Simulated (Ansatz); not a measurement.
**ZrCdS3 (model cell, started as cubic perovskite with Zr in the octahedra): the cell at rest**

Aim: bring ZrCdS3 (model cell, started as cubic perovskite with Zr in the octahedra) to small forces and stress, as phonons need.

Program: Ansatz 0.2.0. Level of theory: DFT PBEsol, scalar-relativistic, plane waves, PAW; PAW set soft_1. Results are calculated unless marked as measured.

Report form: the programs' logs are mostly left out.

The structure was built from a prototype and need not be the compound's stable phase.

## Step 1: The starting structure

It takes space group Pm-3m (No. 221, cubic). Conventional cell: a = 5.018 Å, b = 5.018 Å, c = 5.018 Å, α = 90.00°, β = 90.00°, γ = 90.00°. Nearest to Cd lie 12 S at 3.55 Å. Nearest to Zr lie 6 S at 2.51 Å. Nearest to S lie 2 Zr at 2.51 Å. Farther neighbours and most contacts between anions are not listed.

As a file:

```cif
data_structure
_symmetry_space_group_name_H-M 'Pm-3m'
_symmetry_Int_Tables_number 221
_cell_length_a 5.0176
_cell_length_b 5.0176
_cell_length_c 5.0176
_cell_angle_alpha 90.000
_cell_angle_beta 90.000
_cell_angle_gamma 90.000
_cell_volume 126.32
loop_
_atom_site_label
_atom_site_type_symbol
_atom_site_symmetry_multiplicity
_atom_site_Wyckoff_symbol
_atom_site_fract_x
_atom_site_fract_y
_atom_site_fract_z
_atom_site_occupancy
Cd1 Cd 1 a 0.00000 0.00000 0.00000 1
Zr1 Zr 1 b 0.50000 0.50000 0.50000 1
S1 S 3 c 0.50000 0.50000 0.00000 1
```

## Step 2: A coarse first look

First a cheap look: the gap decides the mesh and the occupations, the pressure tells how far the cell has to move.

The input, input.yaml:

```yaml
crystal:
  lattice:
    - [5.0176, 0.0, 0.0]
    - [0.0, 5.0176, 0.0]
    - [0.0, 0.0, 5.0176]
  atoms:
    - { symbol: Cd, position: [0.0, 0.0, 0.0] }
    - { symbol: Zr, position: [0.5, 0.5, 0.5] }
    - { symbol: S, position: [0.5, 0.5, 0.0] }
    - { symbol: S, position: [0.5, 0.0, 0.5] }
    - { symbol: S, position: [0.0, 0.5, 0.5] }
kpoints:
  mp_grid: { grid: [4, 4, 4] }
hamiltonian:
  xc: pbesol
  pseudopotentials: { kind: paw, azcp: { folder: soft_1 }, xc_functional: pbe }
scf:
  occupations: { method: gaussian, width: 0.1 }
output:
  forces: true
  stress: true
  eigenvalues: true
```

Launch:

```console
> ansatz run input.yaml --threads 8 --pin off --max-ram 16384MiB --backend cpu --events-out ev --progress --plain --runs-dir out
```

The job ended after 0.62 s (8 threads of AMD EPYC 7B13 (Zen 3), shared host; peak memory 0.52 GiB).

Numbers from this step:

* pressure: -3.865 GPa
* volume per atom: 25.26 Å³
* gap on the k-mesh: 0 eV

The coarse mesh shows no gap and a pressure of -3.9 GPa.

## Step 3: Bringing the structure to rest

The cell and atoms are relaxed, since residual forces and stress would shift the frequencies.

Changes to input.yaml since step 2:

```diff
@@ -12,3 +12,3 @@
 kpoints:
-  mp_grid: { grid: [4, 4, 4] }
+  mp_grid: { grid: [8, 8, 8] }
 hamiltonian:
@@ -22 +22,10 @@
   eigenvalues: true
+  write_density: true
+  write_potential: true
+  elf: true
+  volumetric_format: npy
+relax:
+  adjacent_minimum: "off"
+  f_tol: 0.005
+  max_steps: 80
+  cell: { stress_tol: 0.05 }
```

Elapsed: 5.4 s, on 8 threads; peak memory 0.66 GiB.

Relaxation path:

| step | energy less that of the first step (eV) | largest force component (eV/Å) | pressure (GPa) | volume (Å³) |
| --- | --- | --- | --- | --- |
| 1 | 0.0000 | 0.0000 | -3.88 | 126.32 |
| 2 | -0.0876 | 0.0000 | 1.01 | 117.61 |
| 3 | -0.0922 | 0.0000 | -0.10 | 119.31 |
| 4 | -0.0923 | 0.0000 | 0.00 | 119.15 |
| 5* | -0.0916 | 0.0000 | 0.00 | 119.15 |

Relaxation steps marked * repeat the geometry before them on a plane-wave basis chosen anew for their cell, so energy and pressure can jump there.

The run keeps the 48 symmetry operations that it works with, so distortions that break them were not tested.

| conventional cell, symmetrised | before | after | change |
| --- | --- | --- | --- |
| a (Å) | 5.018 | 4.921 | -1.9 % |
| b (Å) | 5.018 | 4.921 | -1.9 % |
| c (Å) | 5.018 | 4.921 | -1.9 % |
| volume (Å³/atom) | 25.26 | 23.83 | -5.7 % |

The relaxed structure:

```xyz
5
Lattice="4.9208 0.0000 0.0000 0.0000 4.9208 0.0000 0.0000 0.0000 4.9208" Properties=species:S:1:pos:R:3 pbc="T T T"
Cd    0.0000    0.0000    0.0000
Zr    2.4604    2.4604    2.4604
S     2.4604    2.4604    0.0000
S     2.4604    0.0000    2.4604
S     0.0000    2.4604    2.4604
```

This step gave:

* pressure: -0.002166 GPa
* volume per atom: 23.83 Å³

Valence density in the ac plane at fractional y = 0.500, with atoms of Zr and S within 0.2 Å of it. It is the smooth field of the valence electrons, not physical close to the nuclei.

Ten even steps from '0' (0.0 e/Å³) to '9' (4.1 e/Å³), each cell a mean:
```
00001221210000
00000122210000
00000011100000
00000011000000
11000133200011
22111489720122
02211699931121
12211599831122
22100256410012
10000011100001
00000011100000
00000122100000
00000222210000
00001210210000
```
Columns run along a (4.9 Å), rows up along c (4.9 Å). Atoms in or near the plane, at fractional coordinates: Zr at (0.50, 0.50), S at (0.50, 0.00), S at (0.00, 0.50).

Electrostatic potential energy in the ac plane at fractional y = 0.500, with atoms of Zr and S within 0.2 Å of it. With pseudopotentials it is smooth inside the atoms' cores, unlike the true potential.

Values in eV, 14 rows by 14 columns, each cell a mean:
```
 12  12  12  11   4 -22 -34 -31 -33  -8   8  11  12  12
 12  12  12  11   8  -4 -21 -25 -15   3  10  12  12  12
 11  12  12  11   9   5   0  -2   2   7  10  11  12  11
  7   9  10  10   8   3  -1  -2   1   5   9  10  10   8
-12  -3   6   7   3  -9 -23 -27 -18  -3   5   7   3  -8
-34 -27  -5   4  -5 -31 -46 -48 -42 -18   1   2 -15 -33
-25 -33 -13   1 -10 -40 -49 -49 -48 -27  -2  -2 -25 -31
-31 -32 -10   2  -8 -36 -48 -49 -46 -23  -1   0 -21 -34
-26 -15   1   6   0 -20 -36 -40 -31  -9   3   5  -4 -22
  2   6   9   9   6   0  -8 -10  -5   3   8   9   8   4
 10  11  11  11   9   6   2   1   4   7  10  11  11  11
 12  12  12  11   9   1 -10 -13  -5   6  10  12  12  12
 12  12  12  11   6 -15 -32 -33 -27  -3   9  12  12  12
 12  12  12  10   2 -26 -31 -25 -34 -12   7  11  12  12
```
Columns run along a (4.9 Å; values clipped at the 3rd and 97th percentile), rows up along c (4.9 Å). Atoms in or near the plane, at fractional coordinates: Zr at (0.50, 0.50), S at (0.50, 0.00), S at (0.00, 0.50).

ELF in the ac plane at fractional y = 0.500, with atoms of Zr and S within 0.2 Å of it. It is the smooth field of the valence electrons, not physical close to the nuclei.

Ten even steps from '0' (0.02) to '9' (0.84), each cell a mean:
```
00169942698300
00138999996200
43115788863123
87521233321368
99841367512699
48962888853896
05964853873892
17963875863894
89951588832799
99731134211589
65213566642136
21127999985111
00159975897300
00269810498400
```
Columns run along a (4.9 Å), rows up along c (4.9 Å). Atoms in or near the plane, at fractional coordinates: Zr at (0.50, 0.50), S at (0.50, 0.00), S at (0.00, 0.50).

In this step the volume went from 25.26 to 23.83 Å³/atom.

## Step 4: Relaxing to small forces for the phonons

Phonons need a cell at rest on their own settings, so the relaxation is repeated with tight tolerances on forces and stress, using the mesh and the filling of the phonon run that follows.

input.yaml, the sections that differ from step 3:

```yaml
crystal:
  lattice:
    - [4.9208081223, 0.0, 0.0]
    - [0.0, 4.9208081223, 0.0]
    - [0.0, 0.0, 4.9208081223]
  atoms:
    - { symbol: Cd, position: [0.0, 0.0, 0.0] }
    - { symbol: Zr, position: [0.5, 0.5, 0.5] }
    - { symbol: S, position: [0.5, 0.5, 0.0] }
    - { symbol: S, position: [0.5, 0.0, 0.5] }
    - { symbol: S, position: [0.0, 0.5, 0.5] }
scf:
  occupations: { method: methfessel_paxton, width: 0.2 }
output:
  forces: true
  stress: true
  eigenvalues: true
relax:
  adjacent_minimum: "off"
  f_tol: 0.001
  max_steps: 60
  cell: { stress_tol: 0.01 }
# kpoints, hamiltonian: as in step 3
```

Run time: 2.9 s. Hardware: 8 threads; peak memory 0.64 GiB.

Little changed from the start: no atom moved by 0.005 Å and no cell edge by 0.1 %.

Numbers from this step:

```
pressure : 0.002376 GPa
```

The forces vanish by symmetry and the pressure is 0.002 GPa, within the tolerances set. The cell now holds 23.83 Å³/atom.

## Step 5: What came out

```yaml
space_group_after_relaxation_within_0p01_a: Pm-3m
lattice_constant_a: 4.920 Å
lattice_constant_b: 4.920 Å
lattice_constant_c: 4.920 Å
volume_per_atom: 23.8 Å³
```

The forces vanish by symmetry and the pressure is 0.002 GPa, within the tolerances set. The cell now holds 23.83 Å³/atom. The relaxation keeps the symmetry of its start, so it says nothing on stability against lower symmetry. The PAW files were made for PBE and serve the other functionals too. The starting cell was built on a prototype and not taken from a measurement, so the phase need not exist.

[Logs are printed without paths, hosts, clocks, repeated set-up lines and the standing remarks that a program may print on its own settings, such as how far it seeks lower states.]

[Hosts, paths, dates, database ids (printed as entryN), source tags and the programs' standing remarks are cut or masked in the printed files.]
